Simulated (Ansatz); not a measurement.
**Rb2SrGe2: relaxing a made-up structure**

This structure for Rb2SrGe2 is made up. Its elements were placed in a known structure type with a cell scaled to their sizes. What cell does the guess relax to, and how far off was it?

Main program and level: Ansatz 0.2.0; DFT, PBEsol, plane-wave PAW, files of the set soft_1, scalar-relativistic, no spin, cell and ions relaxed at zero pressure; PAW set soft_1.

## (1) Set-up

Symmetry: I4/mmm, No. 139, tetragonal system. The conventional cell has a = 5.532 Å, b = 5.532 Å, c = 13.571 Å, α = 90.00°, β = 90.00°, γ = 90.00°. Sr has 8 Ge at 4.27 Å and 8 Rb at 4.38 Å nearest. Nearest to Rb lie 4 Ge at 3.23 Å and 4 Rb at 3.91 Å and 4 Sr at 4.38 Å. Ge has 4 Rb at 3.23 Å nearest. Farther neighbours are not listed.

## (2) Relaxing cell and atoms

The guessed cell has no reason to be at equilibrium. It is relaxed with the atoms, within the space group of the guess.

The input, input.yaml:

```yaml
crystal:
  lattice:
    - [-2.766, 2.766, 6.7855]
    - [2.766, -2.766, 6.7855]
    - [2.766, 2.766, -6.7855]
  atoms:
    - { symbol: Sr, position: [0.0, 0.0, 0.0] }
    - { symbol: Rb, position: [0.75, 0.25, 0.5] }
    - { symbol: Rb, position: [0.25, 0.75, 0.5] }
    - { symbol: Ge, position: [0.3733, 0.3733, 0.0] }
    - { symbol: Ge, position: [0.6267, 0.6267, 0.0] }
kpoints:
  mp_grid: { grid: [7, 7, 7] }
scf:
  occupations: { method: fermi_dirac, width: 0.05 }
hamiltonian:
  xc: pbesol
  pseudopotentials: { kind: paw, azcp: { folder: soft_1 }, xc_functional: pbe }
relax:
  f_tol: 0.015
  max_steps: 70
  cell: {}
output:
  forces: true
  stress: true
```

Started as:

```bash
$ ansatz run input.yaml --threads 4 --pin off --max-ram 8192MiB --backend cpu --events-out ev --progress --plain --runs-dir out
```

Numbers of over 12 decimals in the logs are rounded to 6 here.

Log:

```text
basis.fft_grid_basis auto: the FFT boxes are laid along the combinations [[1, 0, 1], [0, 1, 1], [0, 0, 1]] of the cell's own vectors, 5.532, 5.532 and 7.832 Å long. The dense box has 40×40×54 points. Along the cell's own vectors, as sized, it would have 54×54×54, 1.82 times as many. Of the 16 symmetry operations that the crystal satisfies within crystal.symmetry.tolerance (time reversal apart; of a slab, those that k [...]
Engine: ansatz 0.2.0, x86_64-unknown-linux-gnu
Pseudopotentials: kind: paw
Pseudopotential: Sr, paw, valence charge 10, recommended cutoff 420 eV (normal), soft_1/Sr.paw.azcp
Pseudopotential: Rb, paw, valence charge 9, recommended cutoff 420 eV (normal), soft_1/Rb.paw.azcp
Pseudopotential: Ge, paw, valence charge 14, recommended cutoff 420 eV (normal), soft_1/Ge.paw.azcp
Functional definition: PBEsol
  exchange = pbesol_x
  correlation = pbesol_c
Crystal: 5 atoms, lattice volume = 207.657 Å³
Basis set: ecut = 420 eV, 4095 PW (Γ), FFT grids on a1+a3, a2+a3, a3, exchange–correlation on 80×80×108 points (8 copies of the dense FFT grid, shifted against one another)
Bands: 34, of which v1, the nominal top of the filled ones, is band 28 counted from 1 (27 counted from 0)
Symmetry: 16 space group operations
Space group: I4/mmm (ITA 139), of the structure as read, at distance tolerance 5.9e-5 Å
k-points: 40 of 343
Non-local potential: Sr, projectors of the file, l = 0: 3, l = 1: 2, l = 2: 2
Non-local potential: Rb, projectors of the file, l = 0: 3, l = 1: 2, l = 2: 2
Non-local potential: Ge, projectors of the file, l = 0: 2, l = 1: 2, l = 2: 3, l = 3: 1
PAW form: soft (Blöchl's): semilocal exchange-correlation on the pseudo side does not see the compensation charge
PAW frozen core: Sr, regenerated for the run's functional, and the local potential with it (the file was generated under x = pbe(κ = 0.804, μ = 0.219515), c = pbe(β = 0.066725))
PAW frozen core: Rb, regenerated for the run's functional, and the local potential with it (the file was generated under x = pbe(κ = 0.804, μ = 0.219515), c = pbe(β = 0.066725))
PAW frozen core: Ge, regenerated for the run's functional, and the local potential with it (the file was generated under x = pbe(κ = 0.804, μ = 0.219515), c = pbe(β = 0.066725))
PAW one-centre angular grid: Sr, 110 points (default); XC on 64 Gauss nodes
PAW one-centre angular grid: Rb, 110 points (default); XC on 64 Gauss nodes
PAW one-centre angular grid: Ge, 590 points (default); XC on 64 Gauss nodes
Initial density: superposition of atomic densities (chi_scale 0.1, normalization cell, long waves kept (reshape's long-wave potential 0.01 eV rms))
Initial wavefunctions: pseudopotential atomic-orbital guess
Functional: x = pbesol(κ = 0.804, μ = 0.123457), c = pbesol(β = 0.046)
SCF iter   1: F=—  HF=-18432.308943 eV  |F-HF|=—  |Δ(HF+E_count)|=         —  Δρ=3.14e-2  dr2=4.30e0  ethr=3.10e-3  ⟨swp⟩=10.6  Hψ=6834  notcnv=0
preconditioner: auto → Kerker (q_TF=auto, 2.193 Å⁻¹)  [metal: Δε(μ)=0.043 eV  Ē_g=4.243 eV  σ=0.050 eV  W_gap=0.21  n_scr=32 (ndim 8)  ℏωp=8.9 eV  f_vac=0.000  D(μ)=4.95/eV (n_scr^D=32)]
SCF iter   2: F=—  HF=-18431.229858 eV  |F-HF|=—  |Δ(HF+E_count)|=    1.08e0  Δρ=1.53e-2  dr2=1.22e0  ethr=3.10e-3  ⟨swp⟩=3.0  Hψ=3099  notcnv=0
SCF iter   3: F=—  HF=-18430.871798 eV  |F-HF|=—  |Δ(HF+E_count)|=   3.58e-1  Δρ=6.51e-3  dr2=2.31e-1  ethr=2.19e-3  ⟨swp⟩=3.2  Hψ=2759  notcnv=0
SCF iter   4: F=—  HF=-18430.809701 eV  |F-HF|=—  |Δ(HF+E_count)|=   6.21e-2  Δρ=2.88e-3  dr2=7.94e-2  ethr=4.13e-4  ⟨swp⟩=3.2  Hψ=2806  notcnv=0
SCF iter   5: F=—  HF=-18430.793695 eV  |F-HF|=—  |Δ(HF+E_count)|=   1.60e-2  Δρ=9.03e-4  dr2=7.69e-3  ethr=1.42e-4  ⟨swp⟩=4.3  Hψ=2173  notcnv=0  defer=1
SCF iter   6: F=—  HF=-18430.791900 eV  |F-HF|=—  |Δ(HF+E_count)|=   1.79e-3  Δρ=3.13e-4  dr2=2.16e-4  ethr=1.37e-5  ⟨swp⟩=3.3  Hψ=2505  notcnv=0
SCF iter   7: F=—  HF=-18430.791925 eV  |F-HF|=—  |Δ(HF+E_count)|=   2.52e-5  Δρ=8.77e-5  dr2=3.26e-5  ethr=3.85e-7  ⟨swp⟩=2.6  Hψ=2116  notcnv=0
SCF iter   8: F=—  HF=-18430.792024 eV  |F-HF|=—  |Δ(HF+E_count)|=   9.89e-5  Δρ=2.89e-5  dr2=3.90e-6  ethr=5.82e-8  ⟨swp⟩=2.6  Hψ=2283  notcnv=0
SCF iter   9: F=—  HF=-18430.792024 eV  |F-HF|=—  |Δ(HF+E_count)|=   2.08e-7  Δρ=5.81e-6  dr2=1.68e-7  ethr=6.97e-9  ⟨swp⟩=2.0  Hψ=2370  notcnv=0
SCF iter  10: F=-18430.792024 eV  HF=-18430.792024 eV  |F-HF|=3.34e-9  |Δ(HF+E_count)|=   3.56e-8  Δρ=2.45e-6  dr2=2.15e-8  ethr=1.79e-10  ⟨swp⟩=5.0  Hψ=5117  notcnv=0
SCF 1 converged in 10 iterations: F = -18430.792024 eV  dr2 = 2.15e-8
  greatest PAW one-centre occupation: 0.998 electrons in one spin orbital (limit 2), on the Ge atom at site 4 (counted from 0), in its partial waves of l = 2
relax step   1: F+E_penalty+E_count = -18430.79202391 eV  Δ(F+E_penalty+E_count) = +0.000e0 eV  max|allowed force component| = 2.279e0 eV/Å  Δτ_max = 0.0000 Å  P = -0.691 GPa  Ω = 207.657 Å³  (10 SCF iters, dr2 threshold 1.00e-7 eV, accepted)
Crystal: 5 atoms, lattice volume = 205.260 Å³
Basis set: ecut = 420 eV, 3983 PW (Γ), FFT grids on a1+a3, a2+a3, a3, exchange–correlation on 80×80×108 points (8 copies of the dense FFT grid, shifted against one another)
Initial density: handed on by an earlier stage of this run
Initial wavefunctions: those handed on with the density
iter 1 solved again at ethr=3.66e-4 eV; its pass at ethr=3.10e-3 eV (dr2=2.05e-1 eV) is discarded
SCF iter   1: F=—  HF=-18431.774286 eV  |F-HF|=—  |Δ(HF+E_count)|=         —  Δρ=1.03e-2  dr2=2.03e-1  ethr=3.66e-4  ⟨swp⟩=1.5  Hψ=7005  notcnv=0
preconditioner: auto → Kerker (q_TF=auto, 2.197 Å⁻¹)  [metal: Δε(μ)=0.019 eV  Ē_g=8.942 eV  σ=0.050 eV  W_gap=0.09  n_scr=32 (ndim 8)  ℏωp=12.7 eV  f_vac=0.000  D(μ)=3.78/eV (n_scr^D=22)]
SCF iter   2: F=—  HF=-18431.722346 eV  |F-HF|=—  |Δ(HF+E_count)|=   5.19e-2  Δρ=5.26e-3  dr2=5.38e-2  ethr=3.63e-4  ⟨swp⟩=2.1  Hψ=1791  notcnv=0
SCF iter   3: F=—  HF=-18431.706589 eV  |F-HF|=—  |Δ(HF+E_count)|=   1.58e-2  Δρ=8.15e-4  dr2=5.19e-4  ethr=9.61e-5  ⟨swp⟩=2.5  Hψ=2621  notcnv=0
SCF iter   4: F=—  HF=-18431.707113 eV  |F-HF|=—  |Δ(HF+E_count)|=   5.24e-4  Δρ=2.58e-4  dr2=1.42e-4  ethr=9.27e-7  ⟨swp⟩=2.0  Hψ=2368  notcnv=0
SCF iter   5: F=—  HF=-18431.707018 eV  |F-HF|=—  |Δ(HF+E_count)|=   9.57e-5  Δρ=7.62e-5  dr2=2.59e-5  ethr=2.54e-7  ⟨swp⟩=2.0  Hψ=2368  notcnv=0
SCF iter   6: F=—  HF=-18431.707020 eV  |F-HF|=—  |Δ(HF+E_count)|=   2.11e-6  Δρ=3.42e-5  dr2=6.76e-6  ethr=4.63e-8  ⟨swp⟩=2.0  Hψ=1603  notcnv=0
SCF iter   7: F=—  HF=-18431.707019 eV  |F-HF|=—  |Δ(HF+E_count)|=   3.40e-7  Δρ=1.28e-5  dr2=1.17e-6  ethr=1.21e-8  ⟨swp⟩=2.0  Hψ=1527  notcnv=0
[...]
SCF iter   6: F=—  HF=-18432.559877 eV  |F-HF|=—  |Δ(HF+E_count)|=   1.07e-5  Δρ=5.89e-5  dr2=1.67e-5  ethr=2.59e-7  ⟨swp⟩=2.0  Hψ=1565  notcnv=0
SCF iter   7: F=—  HF=-18432.559875 eV  |F-HF|=—  |Δ(HF+E_count)|=   2.40e-6  Δρ=2.14e-5  dr2=2.17e-6  ethr=2.98e-8  ⟨swp⟩=2.0  Hψ=1509  notcnv=0
SCF iter   8: F=-18432.559874 eV  HF=-18432.559875 eV  |F-HF|=2.45e-7  |Δ(HF+E_count)|=   5.09e-8  Δρ=8.13e-6  dr2=4.44e-7  ethr=8.93e-10  ⟨swp⟩=5.0  Hψ=5125  notcnv=0
SCF 3 converged in 8 iterations: F = -18432.559874 eV  dr2 = 4.44e-7
relax step   3: F+E_penalty+E_count = -18432.55987433 eV  Δ(F+E_penalty+E_count) = -8.529e-1 eV  max|allowed force component| = 1.766e0 eV/Å  Δτ_max = 0.1950 Å  P = -1.514 GPa  Ω = 201.365 Å³  energy of the carried Pulay correction = +1.444e-4 eV  (8 SCF iters, dr2 threshold 5.00e-7 eV, accepted)
[... from here on, the SCF cycles and remarks between the steps are left out ...]
relax step   4: F+E_penalty+E_count = -18432.89533369 eV  Δ(F+E_penalty+E_count) = -3.355e-1 eV  max|allowed force component| = 1.137e0 eV/Å  Δτ_max = 0.1992 Å  P = +0.057 GPa  Ω = 196.376 Å³  energy of the carried Pulay correction = +2.621e-4 eV  (9 SCF iters, dr2 threshold 5.00e-7 eV, accepted)
relax step   5: F+E_penalty+E_count = -18433.25276165 eV  Δ(F+E_penalty+E_count) = -3.574e-1 eV  max|allowed force component| = 2.093e-1 eV/Å  Δτ_max = 0.0109 Å  P = -0.906 GPa  Ω = 192.262 Å³  energy of the carried Pulay correction = +3.613e-4 eV  (8 SCF iters, dr2 threshold 5.00e-7 eV, accepted)
relax step   6: F+E_penalty+E_count = -18433.55859717 eV  Δ(F+E_penalty+E_count) = -3.058e-1 eV  max|allowed force component| = 2.591e-1 eV/Å  Δτ_max = 0.0644 Å  P = -0.318 GPa  Ω = 180.342 Å³  energy of the carried Pulay correction = +6.608e-4 eV  (8 SCF iters, dr2 threshold 5.00e-7 eV, accepted)
relax step   7: F+E_penalty+E_count = -18433.60363757 eV  Δ(F+E_penalty+E_count) = -4.504e-2 eV  max|allowed force component| = 6.631e-2 eV/Å  Δτ_max = 0.0153 Å  P = +0.655 GPa  Ω = 166.423 Å³  energy of the carried Pulay correction = +1.035e-3 eV  (8 SCF iters, dr2 threshold 5.00e-7 eV, accepted)
relax step   8: F+E_penalty+E_count = -18433.62694430 eV  Δ(F+E_penalty+E_count) = -2.331e-2 eV  max|allowed force component| = 1.416e-2 eV/Å  Δτ_max = 0.0002 Å  P = -0.176 GPa  Ω = 174.747 Å³  energy of the carried Pulay correction = +8.079e-4 eV  (7 SCF iters, dr2 threshold 5.00e-7 eV, accepted)
relax step   9: F+E_penalty+E_count = -18433.62802498 eV  Δ(F+E_penalty+E_count) = -1.081e-3 eV  max|allowed force component| = 3.568e-3 eV/Å  Δτ_max = 0.0025 Å  P = +0.006 GPa  Ω = 173.005 Å³  energy of the carried Pulay correction = +8.546e-4 eV  (6 SCF iters, dr2 threshold 9.80e-8 eV, accepted)
relax step  10: F+E_penalty+E_count = -18433.62805439 eV  Δ(F+E_penalty+E_count) = -2.941e-5 eV  max|allowed force component| = 1.226e-3 eV/Å  Δτ_max = 0.0005 Å  P = +0.001 GPa  Ω = 172.986 Å³  energy of the carried Pulay correction = +8.551e-4 eV  (6 SCF iters, dr2 threshold 6.85e-9 eV, accepted)
Basis set: ecut = 420 eV, 3329 PW (Γ), FFT grids on a1+a3, a2+a3, a3, exchange–correlation on 64×64×120 points (8 copies of the dense FFT grid, shifted against one another)
Initial wavefunctions: pseudopotential atomic-orbital guess (no wavefunctions were taken with the density)
iter 1 solved again at ethr=7.51e-7 eV; its pass at ethr=3.10e-3 eV (dr2=4.20e-4 eV) is discarded
SCF iter   1: F=—  HF=-18433.628366 eV  |F-HF|=—  |Δ(HF+E_count)|=         —  Δρ=1.80e-4  dr2=2.99e-6  ethr=7.51e-7  ⟨swp⟩=3.6  Hψ=10807  notcnv=0
preconditioner: auto → Kerker (q_TF=auto, 2.261 Å⁻¹)  [metal: Δε(μ)=0.016 eV  Ē_g=9.926 eV  σ=0.050 eV  W_gap=0.08  n_scr=32 (ndim 8)  ℏωp=13.8 eV  f_vac=0.000  D(μ)=2.72/eV (n_scr^D=12)]
SCF iter   2: F=—  HF=-18433.628431 eV  |F-HF|=—  |Δ(HF+E_count)|=   6.51e-5  Δρ=9.47e-5  dr2=1.20e-6  ethr=5.33e-9  ⟨swp⟩=2.1  Hψ=2489  notcnv=0
SCF iter   3: F=—  HF=-18433.628453 eV  |F-HF|=—  |Δ(HF+E_count)|=   2.21e-5  Δρ=3.15e-5  dr2=1.48e-7  ethr=2.15e-9  ⟨swp⟩=2.7  Hψ=2348  notcnv=0
SCF iter   4: F=—  HF=-18433.628455 eV  |F-HF|=—  |Δ(HF+E_count)|=   2.56e-6  Δρ=2.65e-6  dr2=5.02e-9  ethr=2.64e-10  ⟨swp⟩=2.0  Hψ=2361  notcnv=0
SCF iter   5: F=—  HF=-18433.628455 eV  |F-HF|=—  |Δ(HF+E_count)|=   1.73e-8  Δρ=3.88e-7  dr2=6.22e-10  ethr=8.97e-12  ⟨swp⟩=2.0  Hψ=2486  notcnv=0
SCF iter   6: F=—  HF=-18433.628455 eV  |F-HF|=—  |Δ(HF+E_count)|=  1.82e-11  Δρ=1.46e-7  dr2=1.35e-10  ethr=1.11e-12  ⟨swp⟩=2.0  Hψ=1614  notcnv=0
SCF iter   7: F=-18433.628455 eV  HF=-18433.628455 eV  |F-HF|=0.00e0  |Δ(HF+E_count)|=  3.64e-12  Δρ=5.76e-8  dr2=1.43e-11  ethr=1.00e-12  ⟨swp⟩=5.0  Hψ=5059  notcnv=0
SCF 11 converged in 7 iterations: F = -18433.628455 eV  dr2 = 1.43e-11
relax step  11: F+E_penalty+E_count = -18433.62845550 eV  Δ(F+E_penalty+E_count) = -4.011e-4 eV  max|allowed force component| = 9.585e-4 eV/Å  Δτ_max = 0.0000 Å  P = +0.013 GPa  Ω = 172.986 Å³  stress off target by 4.20e-2 GPa  SCF on the basis re-selected at this cell (its energy is not comparable with the rows above)  (7 SCF iters)
basis re-selected at this cell: Δ(F+E_penalty+E_count) = -4.011e-4 eV, ΔP = +0.012 GPa vs the last step (what re-selecting the basis moved, of the pressure what is left beyond the Pulay correction that the steps carried, after the strain that the cell walked since its last selection, with what the two solves' SCF thresholds leave and, on support functions, any second-order correction that the steps lacked; it is no measure of the basis error at this ecutwfc). The dense FFT grid was sized anew with the basis: this SCF ran on 32×32×60 points, the steps before it on 40×40×54, so part of this shift can come from that change (see relax.cell in the input reference). [rest of the remark cut]
SCF converged after 7 iterations
Free energy (F): -18433.628455 eV
Harris-Foulkes:  -18433.628455 eV  (|F-HF|=0.00e0)
Internal energy: -18433.606784 eV  (E = F + TS)
E sigma→0 (E₀):  -18433.617620 eV
Entropy (-TS):   -0.021672 eV (-4.334 meV/atom)
Fermi energy:    6.637460 eV
--- Per-component energies (eV) ---
  E_band       = -592.621180
  E_kinetic    = 777.772003
  E_local      = -6997.572034  (includes V_loc(G=0)·N_el)
  E_nonlocal   = 1048.585415
  E_hartree    = 2911.040105
  E_xc         = -560.242034
  E_vxc        = -541.175318  (∫ρ·V_xc dr)
  E_paw        = -11728.097322  (= ΣΔE_a)
  E_vpaw       = -702.311445  (= ΣTr[D̂ρ^β])
  E_aug_tail   = -0.000021  (compensation charges beyond the density's cutoff)
  E_ewald      = -3887.310462
  E_core_change = 2.217566  (= ΣΔE_core)
  E_smearing   = -0.021672  (= −TS)
  E_closure    = 0.000000  (closes the sum)
  Σ components = -18433.628455   (vs F -18433.628455, Δ=0.00e0)
--- Forces (eV/Å), atoms counted from 1 ---
  atom   1  Sr    -0.00000000     0.00000000     0.00000000
  atom   2  Rb    -0.00000000    -0.00000000     0.00000000
  atom   3  Rb    -0.00000000    -0.00000000     0.00000000
  atom   4  Ge    -0.00000000     0.00000000    -0.00095853
  atom   5  Ge     0.00000000     0.00000000     0.00095853
  max |Σ_I F_I| component: 1.04e-16 eV/Å
--- Stress (GPa, compression-positive) ---
       -0.001598       0.000000       0.000000
        0.000000      -0.001598       0.000000
        0.000000       0.000000       0.041955
  P = ⅓ Tr σ = 0.0129 GPa (0.129 kbar)
--- Relaxed structure (10 steps of the walk, 10 accepted, 1 SCFs on fresh bases) ---
  F+E_penalty+E_count = -18433.62845550 eV   max|allowed force component| = 9.585e-4 eV/Å   (the final SCF, on the basis selected at the relaxed cell)
  cell:  # Å, volume = 172.9859 Å³
    - [-2.391120, 2.391120, 7.563937]
    - [2.391120, -2.391120, 7.563937]
    - [2.391120, 2.391120, -7.563937]
  atoms:
    - { symbol: Sr, position: [1.2766598420395223e-18, 1.2766598420395221e-18, 0] }
    - { symbol: Rb, position: [0.75, 0.250000, 0.5] }
    - { symbol: Rb, position: [0.250000, 0.75, 0.5] }
    - { symbol: Ge, position: [0.421659, 0.421659, 0] }
    - { symbol: Ge, position: [0.578341, 0.578341, 0] }
```

Run time: 22 s. Hardware: 4 threads of Intel Xeon 6975P-C (Granite Rapids), shared host; peak memory 0.82 GiB.

Relaxation path:

| step | energy less that of the first step (eV) | largest force component (eV/Å) | pressure (GPa) | volume (Å³) |
| --- | --- | --- | --- | --- |
| 1 | 0.0000 | 2.2791 | -0.69 | 207.66 |
| 2 | -0.9150 | 2.2746 | -1.45 | 205.26 |
| 3 | -1.7679 | 1.7662 | -1.51 | 201.37 |
| 4 | -2.1033 | 1.1366 | 0.06 | 196.38 |
| 5 | -2.4607 | 0.2093 | -0.91 | 192.26 |
| 6 | -2.7666 | 0.2591 | -0.32 | 180.34 |
| 7 | -2.8116 | 0.0663 | 0.65 | 166.42 |
| 8 | -2.8349 | 0.0142 | -0.18 | 174.75 |
| 9 | -2.8360 | 0.0036 | 0.01 | 173.00 |
| 10 | -2.8360 | 0.0012 | 0.00 | 172.99 |
| 11* | -2.8364 | 0.0010 | 0.01 | 172.99 |

Relaxation steps marked * repeat the geometry before them on a plane-wave basis chosen anew for their cell, so energy and pressure can jump there.

Forces are held to the 16 operations that the run works with; a distortion that breaks them can't arise in this run.

| cell as run | before | after | change |
| --- | --- | --- | --- |
| a (Å) | 7.832 | 8.285 | +5.8 % |
| b (Å) | 7.832 | 8.285 | +5.8 % |
| c (Å) | 7.832 | 8.285 | +5.8 % |
| α (°) | 138.64 | 146.45 | +5.6 % |
| β (°) | 138.64 | 146.45 | +5.6 % |
| γ (°) | 59.93 | 48.18 | -19.6 % |
| volume (Å³/atom) | 41.53 | 34.60 | -16.7 % |

The atoms that moved most (Å, as changes of fractional coordinates times the final cell):

| atom | dx | dy | dz | length |
| --- | --- | --- | --- | --- |
| Ge4 | 0.000 | 0.000 | 0.732 | 0.732 |
| Ge5 | 0.000 | 0.000 | -0.732 | 0.732 |

The relaxed structure:

```
Sr Rb Ge
1.0
    -2.39112    2.39112    7.56394
     2.39112   -2.39112    7.56394
     2.39112    2.39112   -7.56394
Sr Rb Ge
1 2 2
Direct
  0.00000 0.00000 0.00000
  0.75000 0.25000 0.50000
  0.25000 0.75000 0.50000
  0.42166 0.42166 0.00000
  0.57834 0.57834 0.00000
```

Numbers from this step:

```yaml
free_energy: -18433.6285 eV
energy_at_zero_smearing: -18433.6176 eV
smearing_term_ts: 0.02167 eV
fermi_energy: 6.637 eV
electrons: 56
symmetry_operations: 16
pressure: 0.01292 GPa
```

The shortest distance of each pair, which need not be the same contact before and after:

| pair | guess (Å) | relaxed (Å) |
| --- | --- | --- |
| Ge–Ge | 3.439 | 2.370 |
| Rb–Rb | 3.912 | 3.382 |
| Ge–Rb | 3.233 | 3.530 |
| Ge–Sr | 4.273 | 3.583 |
| Rb–Sr | 4.377 | 4.474 |

The relaxation ends with a largest force component of 9.6e-4 eV/Å and a pressure of 0.01 GPa.

## (3) Results

```json
{"space group, relaxed": "I4/mmm", "conventional cell": "a = 4.782, b = 4.782, c = 15.128 Å; α = 90.0°, β = 90.0°, γ = 90.0°", "volume per atom": "34.60 Å³ (guess 41.53)"}
```

In words: Rb2SrGe2 relaxes to I4/mmm with a = 4.782, b = 4.782 and c = 15.128 Å. The guessed volume was 20 % too large. The space group I4/mmm was held in the relaxation, so the end point is a stationary structure within it and may be a saddle against distortions or other arrangements. Mesh and cutoff weren't tested. No dispersion term is used, so weakly bound directions may come out too long. Nothing here tests whether the compound is stable against decomposition.

[Logs are printed without paths, hosts, clocks, repeated set-up lines and the standing remarks that a program may print on its own settings, such as how far it seeks lower states.]

[Hosts, paths, dates, database ids (printed as entryN), source tags and the programs' standing remarks are cut or masked in the printed files.]
